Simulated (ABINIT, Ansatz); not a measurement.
# Li3OCl (Pm-3m): G0W0 on several meshes in ABINIT

How does the mesh move the gap of Li3OCl (Pm-3m)?

Method: PBEsol and many-body steps on it, plane waves, in ABINIT 10.8.3.

## 1. The structure

Symmetry: Pm-3m, No. 221, cubic system. The conventional cell has a = 3.908 Å, b = 3.908 Å, c = 3.908 Å, α = 90.00°, β = 90.00°, γ = 90.00°. Nearest to Li lie 2 O at 1.95 Å and 8 Li at 2.76 Å and 4 Cl at 2.76 Å. Cl has 12 Li at 2.76 Å nearest. Nearest to O lie 6 Li at 1.95 Å. Farther neighbours and most contacts between anions are not listed.

The cell and positions are those that the Materials Project relaxed with its own functionals (PBE, PBE+U or r2SCAN), kept fixed.

## 2. Empty states on the mesh, 4×4×4 mesh, 154 bands

This step: ABINIT 10.8.3; DFT, PBEsol, plane waves, norm-conserving pseudopotentials.

The sums over transitions need many empty states on a uniform mesh; this step solves for them.

Contents of run.abi:

```
acell 3*1.0 Angstrom
rprim 
  3.908337000000 0.000000000000 0.000000000000
  0.000000000000 3.908337000000 0.000000000000
  0.000000000000 0.000000000000 3.908337000000
ntypat 3
znucl 3 17 8
natom 5
typat 1 1 1 2 3
xred 
  0.000000000000 0.500000000000 0.500000000000
  0.500000000000 0.000000000000 0.500000000000
  0.500000000000 0.500000000000 0.000000000000
  0.000000000000 0.000000000000 0.000000000000
  0.500000000000 0.500000000000 0.500000000000
pp_dirpath "pseudos"
pseudos "Li.upf, Cl.upf, O.upf"
ecut 36
ngkpt 4 4 4
nshiftk 1
shiftk 0 0 0
kptopt 1
chksymbreak 0
irdden 1
istwfk *1
nband 154
prtvol 0
optdriver 6
gwr_task "HDIAGO"
paral_kgb 0
occopt 1
indata_prefix "in"
outdata_prefix "out"
tmpdata_prefix "tmp"
```

Launch:

```
> OMP_NUM_THREADS=1 mpirun -n 4 abinit run.abi > log
```

Numbers of over 12 decimals in the logs are rounded to 6 here.

Output:

```text
.Version 10.8.3 of ABINIT. v10.8.2 released Aug 2026.

 Symmetries : space group Pm -3 m (#221); Bravais cP (primitive cubic)
[... echo of the input left out ...]
== DATASET  1 ==================================================================
-   mpi_nproc: 4, omp_nthreads: 1 (-1 if OMP is not activated)

--- !DatasetInfo
iteration_state: {dtset: 1, }
dimensions: {natom: 5, nkpt: 10, mband: 154, nsppol: 1, nspinor: 1, nspden: 1, mpw: 4224, }
cutoff_energies: {ecut:  36.0, pawecutdg:  -1.0, }
[...]
Indirect band gap semiconductor
 Fundamental gap:     4.610 (eV)
   VBM:     1.281 (eV) at k: [ 5.0000E-01,  5.0000E-01,  0.0000E+00]
   CBM:     5.892 (eV) at k: [ 0.0000E+00,  0.0000E+00,  0.0000E+00]
 Direct gap:         4.712 (eV) at k: [ 5.0000E-01,  5.0000E-01,  0.0000E+00]

== END DATASET(S) ==============================================================
================================================================================

 -outvars: echo values of variables after computation  --------
           etotal      0.0000000000E+00
            nband         154
             nkpt          10
          spgroup         221
 [... the other variables as echoed above ...]

 Calculation completed.
```

The job ended after 3 min (4 MPI ranks of Intel Xeon Platinum 8259CL at 2.50GHz (Skylake/Cascade Lake), shared host; peak memory 4 GiB).

This step gave:

```
gap                                                           : 4.610 eV
k of the valence top                                          : 0.5, 0.5, 0
k of the conduction bottom                                    : 0, 0, 0
least direct gap                                              : 4.712 eV
k points computed                                             : 10
lowest point of the top converged band, above the valence top : 90.9367 eV
```

On this mesh the gap is 4.610 eV.

The density comes from a self-consistent run that is not shown.

## 3. Screening, 4×4×4 mesh, 66 bands, screening to 114.3 eV

The RPA dielectric matrix is built and inverted for each q.

This step: RPA screening on PBEsol, plane waves, norm-conserving pseudopotentials.

Changes to run.abi since step 2:

```diff
@@ -23,10 +23,11 @@
 chksymbreak 0
-irdden 1
 istwfk *1
-nband 154
-prtvol 0
-optdriver 6
-gwr_task "HDIAGO"
-paral_kgb 0
 occopt 1
+irdwfk 1
+optdriver 3
+nband 66
+ecuteps 4.2
+inclvkb 2
+awtr 1
+symchi 1
 indata_prefix "in"
```

Output:

```text
.Version 10.8.3 of ABINIT. v10.8.2 released Aug 2026.

 Symmetries : space group Pm -3 m (#221); Bravais cP (primitive cubic)
[... echo of the input left out ...]
== DATASET  1 ==================================================================
-   mpi_nproc: 4, omp_nthreads: 1 (-1 if OMP is not activated)

--- !DatasetInfo
iteration_state: {dtset: 1, }
dimensions: {natom: 5, nkpt: 10, mband: 66, nsppol: 1, nspinor: 1, nspden: 1, mpw: 4224, }
cutoff_energies: {ecut:  36.0, pawecutdg:  -1.0, }
electrons: {nelect:   2.20000000E+01, charge:   0.00000000E+00, occopt:   1.00000000E+00, tsmear:   1.00000000E-02, }

 SCREENING: Calculation of the susceptibility and dielectric matrices

 Based on a program developped by R.W. Godby, V. Olevano, G. Onida, and L. Reining.
 Incorporated in ABINIT by V. Olevano, G.-M. Rignanese, and M. Torrent.
.Using double precision arithmetic ; gwpc =  8

[... cell and pseudopotentials left out ...]
--------------------------------------------------------------------------------

 ==== K-mesh for the wavefunctions ====
 Number of points in the irreducible wedge :    10
[... list of points left out ...]
 Together with 48 symmetry operations and time-reversal symmetry
 yields    64 points in the full Brillouin Zone.

 ==== Q-mesh for the screening function ====
 Number of points in the irreducible wedge :    10
[... list of points left out ...]
 Together with 48 symmetry operations and time-reversal symmetry
 yields    64 points in the full Brillouin Zone.

 setmesh: FFT mesh size selected  =    27x   27x   27
          total number of points  =        19683

 vcoul_init : cutoff-mode = AUXILIARY_FUNCTION
 q-points for optical limit:   1
     1)      0.000010    0.000020    0.000030

- screening: taking advantage of time-reversal symmetry
- Maximum band index for partially occupied states nbvw = 11
- Remaining bands to be divided among processors   nbcw = 55
- Number of bands treated by each node ~13

 Number of electrons calculated from density =   22.0000; Expected =   22.0000
 average of density, n =  0.054607
 r_s =    1.6351
 omega_plasma =   22.5414 [eV]

 calculating chi0 at frequencies [eV] :
  1    0.000000E+00    0.000000E+00
  2    0.000000E+00    2.254139E+01

--------------------------------------------------------------------------------
  q-point number  1        q = ( 0.000000, 0.000000, 0.000000) [r.l.u.]
--------------------------------------------------------------------------------
[... chi0 elements left out ...]
 For q-point:  0.000010 0.000020 0.000030
  dielectric constant =   3.0142
  dielectric constant without local fields =   3.3988

  Average fulfillment of the sum rule on Im[epsilon] for q-point    1 :     53.18  [%]
[... wings left out ...]
  q-point number  2        q = ( 0.250000, 0.000000, 0.000000) [r.l.u.]
--------------------------------------------------------------------------------
[... chi0 elements left out ...]
  Average fulfillment of the sum rule on Im[epsilon] for q-point    2 :     66.41  [%]

 [... 8 further q-points ...]
```

Elapsed: 33 s, on 4 MPI ranks; peak memory 0.84 GiB.

Numbers from this step:

* ε∞ with local fields, on this mesh, along the program's q direction: 3.014
* the same without local fields: 3.399
* plasma frequency: 22.54 eV
* plane waves in the screening matrix: 171

Local fields lower ε∞ by 11 %. On a Γ-centred mesh this coarse the value itself is usually too large, while a short band sum pulls it down.

## 4. 4×4×4

The self-energy is evaluated for the states that the input lists, and the levels follow from it, in one-shot runs by the linearised quasiparticle equation.

This step: G0W0 on PBEsol, plane waves, norm-conserving pseudopotentials.

Changes to run.abi since step 3:

```diff
@@ -26,8 +26,17 @@
 irdwfk 1
-optdriver 3
+optdriver 4
 nband 66
+gwcalctyp 0
+ecutsigx 36
+symsigma 1
+nkptgw 2
+kptgw 
+  0.5000000000 0.5000000000 0.0000000000
+  0.0000000000 0.0000000000 0.0000000000
+bdgw 
+  10 13
+  9 14
 ecuteps 4.2
-inclvkb 2
-awtr 1
-symchi 1
+irdscr 1
+ppmodel 1
 indata_prefix "in"
```

Output:

```text
.Version 10.8.3 of ABINIT. v10.8.2 released Aug 2026.

 Symmetries : space group Pm -3 m (#221); Bravais cP (primitive cubic)
[... echo of the input left out ...]
== DATASET  1 ==================================================================
-   mpi_nproc: 4, omp_nthreads: 1 (-1 if OMP is not activated)

--- !DatasetInfo
iteration_state: {dtset: 1, }
dimensions: {natom: 5, nkpt: 10, mband: 66, nsppol: 1, nspinor: 1, nspden: 1, mpw: 4224, }
cutoff_energies: {ecut:  36.0, pawecutdg:  -1.0, }
electrons: {nelect:   2.20000000E+01, charge:   0.00000000E+00, occopt:   1.00000000E+00, tsmear:   1.00000000E-02, }

 SIGMA: Calculation of the GW corrections

 Based on a program developped by R.W. Godby, V. Olevano, G. Onida, and L. Reining.
 Incorporated in ABINIT by V. Olevano, G.-M. Rignanese, and M. Torrent.
.Using double precision arithmetic ; gwpc =  8

[... cell and pseudopotentials left out ...]
--------------------------------------------------------------------------------

 ==== K-mesh for the wavefunctions ====
 Number of points in the irreducible wedge :    10
[... list of points left out ...]
 Together with 48 symmetry operations and time-reversal symmetry
 yields    64 points in the full Brillouin Zone.

 ==== Q-mesh for screening function ====
 Number of points in the irreducible wedge :    10
[... list of points left out ...]
 Together with 48 symmetry operations and time-reversal symmetry
 yields    64 points in the full Brillouin Zone.

 vcoul_init : cutoff-mode = AUXILIARY_FUNCTION
 q-points for optical limit:   1
     1)      0.000010    0.000020    0.000030
 setmesh: FFT mesh size selected  =    40x   40x   40
          total number of points  =        64000

 Number of electrons calculated from density =   22.0000; Expected =   22.0000
 average of density, n =  0.054607
 r_s =    1.6351
 omega_plasma =   22.5414 [eV]

 === KS Band Gaps ===
  >>>> For spin  1
   Minimum direct gap =   4.7122 [eV], located at k-point      :   0.5000  0.5000  0.0000
   Fundamental gap    =   4.6105 [eV], Top of valence bands at :   0.5000  0.5000  0.0000
                                       Bottom of conduction at :   0.0000  0.0000  0.0000
 SIGMA fundamental parameters:
 PLASMON POLE MODEL  1
 number of plane-waves for SigmaX                 4139
 number of plane-waves for SigmaC and W            171
 number of plane-waves for wavefunctions          4139
 number of bands                                    66
 number of independent spin polarizations            1
 number of spinorial components                      1
 number of k-points in IBZ                          10
 number of q-points in IBZ                          10
 number of symmetry operations                      48
 number of k-points in BZ                           64
 number of q-points in BZ                           64
 number of frequencies for dSigma/dE                 9
 frequency step for dSigma/dE [eV]                0.25
 number of omega for Sigma on real axis              0
 max omega for Sigma on real axis  [eV]           0.00
 zcut for avoiding poles [eV]                     0.10

 EPSILON^-1 parameters (SCR file):
 dimension of the eps^-1 matrix on file            171
 dimension of the eps^-1 matrix used               171
 number of plane-waves for wavefunctions          4139
 number of bands                                    66
 number of q-points in IBZ                          10
 number of frequencies                               2
 number of real frequencies                          1
 number of imag frequencies                          1

 matrix elements of self-energy operator (all in [eV])

 Perturbative Calculation

--- !SelfEnergy_ee
iteration_state: {dtset: 1, }
kpoint     : [   0.500,    0.500,    0.000, ]
spin       : 1
KS_gap     :    4.712
QP_gap     :    6.854
Delta_QP_KS:    2.142
data: !SigmaeeData |
     Band     E0 <VxcDFT>   SigX SigC(E0)      Z dSigC/dE  Sig(E)    E-E0       E
       10   1.281 -18.122 -23.553   4.088   0.779  -0.283 -19.168  -1.047   0.235
       11   1.281 -18.122 -23.553   4.088   0.779  -0.283 -19.168  -1.047   0.235
       12   5.994  -8.285  -3.738  -3.258   0.850  -0.177  -7.189   1.095   7.089
       13   7.931  -9.949  -5.125  -3.274   0.843  -0.186  -8.642   1.308   9.238

--- !SelfEnergy_ee
iteration_state: {dtset: 1, }
kpoint     : [   0.000,    0.000,    0.000, ]
spin       : 1
KS_gap     :    5.114
QP_gap     :    7.289
Delta_QP_KS:    2.175
data: !SigmaeeData |
     Band     E0 <VxcDFT>   SigX SigC(E0)      Z dSigC/dE  Sig(E)    E-E0       E
        9   0.778 -17.306 -22.721   3.975   0.780  -0.282 -18.429  -1.124  -0.346
       10   0.778 -17.306 -22.721   3.975   0.780  -0.282 -18.429  -1.124  -0.346
       11   0.778 -17.306 -22.721   3.975   0.780  -0.282 -18.429  -1.124  -0.346
       12   5.892  -9.939  -5.408  -3.281   0.841  -0.189  -8.887   1.052   6.944
       13   8.154  -8.619  -3.889  -3.330   0.847  -0.181  -7.433   1.187   9.340
       14   8.154  -8.619  -3.889  -3.330   0.847  -0.181  -7.433   1.187   9.340

== END DATASET(S) ==============================================================
================================================================================

 -outvars: echo values of variables after computation  --------
           etotal      0.0000000000E+00
            nband          66
             nkpt          10
          spgroup         221
 [... the other variables as echoed above ...]

 Calculation completed.
```

Elapsed: 15 s, on 4 MPI ranks; peak memory 0.74 GiB; 59 s of CPU time.

This step gave:

```yaml
g0w0_gap_on_the_points_computed: 6.709 eV
starting_gap_on_the_mesh: 4.610 eV
k_of_the_valence_top: 0.5, 0.5, 0
k_of_the_conduction_bottom: 0, 0, 0
z_at_the_valence_top: 0.779
z_at_the_conduction_bottom: 0.841
least_direct_g0w0_gap_on_the_computed_points: 6.854 eV
```

The gap on the mesh goes from 4.61 eV to 6.71 eV, a correction of +2.10 eV.

## 5. Empty states on the mesh, 2×2×2 mesh, 72 bands

This step: DFT, PBEsol, plane waves, norm-conserving pseudopotentials.

Changes to run.abi since step 4:

```diff
@@ -18,3 +18,3 @@
 ecut 36
-ngkpt 4 4 4
+ngkpt 2 2 2
 nshiftk 1
@@ -23,20 +23,10 @@
 chksymbreak 0
+iscf -2
+irdden 1
 istwfk *1
-occopt 1
-irdwfk 1
-optdriver 4
-nband 66
-gwcalctyp 0
-ecutsigx 36
-symsigma 1
-nkptgw 2
-kptgw 
-  0.5000000000 0.5000000000 0.0000000000
-  0.0000000000 0.0000000000 0.0000000000
-bdgw 
-  10 13
-  9 14
-ecuteps 4.2
-irdscr 1
-ppmodel 1
+nband 72
+nbdbuf 6
+tolwfr 1e-09
+nstep 60
+prtvol 0
 indata_prefix "in"
```

Output:

```text
.Version 10.8.3 of ABINIT. v10.8.2 released Aug 2026.

 Symmetries : space group Pm -3 m (#221); Bravais cP (primitive cubic)
[... echo of the input left out ...]
== DATASET  1 ==================================================================
-   mpi_nproc: 4, omp_nthreads: 1 (-1 if OMP is not activated)

--- !DatasetInfo
iteration_state: {dtset: 1, }
dimensions: {natom: 5, nkpt: 4, mband: 72, nsppol: 1, nspinor: 1, nspden: 1, mpw: 4224, }
cutoff_energies: {ecut:  36.0, pawecutdg:  -1.0, }
[...]
1.62544    1.64092    1.64976    1.64976    1.64976    1.70556    1.70556    1.70556
   1.75311    1.75311    1.85088    1.85088    1.85089    1.88558    1.95829    1.96077
 prteigrs : prtvol=0 or 1, do not print more k-points.

== END DATASET(S) ==============================================================
================================================================================

 -outvars: echo values of variables after computation  --------
            nband          72
             nkpt           4
          spgroup         221
 [... the other variables as echoed above ...]

 Calculation completed.
```

Wall time 23 s (4 MPI ranks); peak memory 0.35 GiB; 90 s of CPU time.

Numbers from this step:

| Quantity | Value |
| --- | --- |
| gap | 4.610 eV |
| k of the valence top | 0.5, 0.5, 0 |
| k of the conduction bottom | 0, 0, 0 |
| least direct gap | 4.712 eV |
| k points computed | 4 |
| lowest point of the top converged band, above the valence top | 46.42 eV |

On this mesh the gap is 4.610 eV.

[end of part 1 of 2]

[Paths, hosts, dates, memory and timing lines, banners, echoed tables and standing remarks are left out of the program output.]

[Logs are printed without paths, hosts, clocks, repeated set-up lines and the standing remarks that a program may print on its own settings, such as how far it seeks lower states.]

[Runs of the session that timed out or met a known fault of the program may be left out.]

[No measured gap is set beside runs whose start may be inverted or whose files or cutoffs have a known fault.]

[Hosts, paths, dates, database ids (printed as entryN), source tags and the programs' standing remarks are cut or masked in the printed files.]

[G0W0 gaps are taken among the corrected bands and points alone; a level outside them can change the order at an edge.]

[Where Ansatz stands beside ABINIT at settings called matched, ABINIT's density can come from a denser mesh and the files from another edition; pairs whose starting gaps differed by over 0.03 eV were left out, so agreement reads better than it is.]
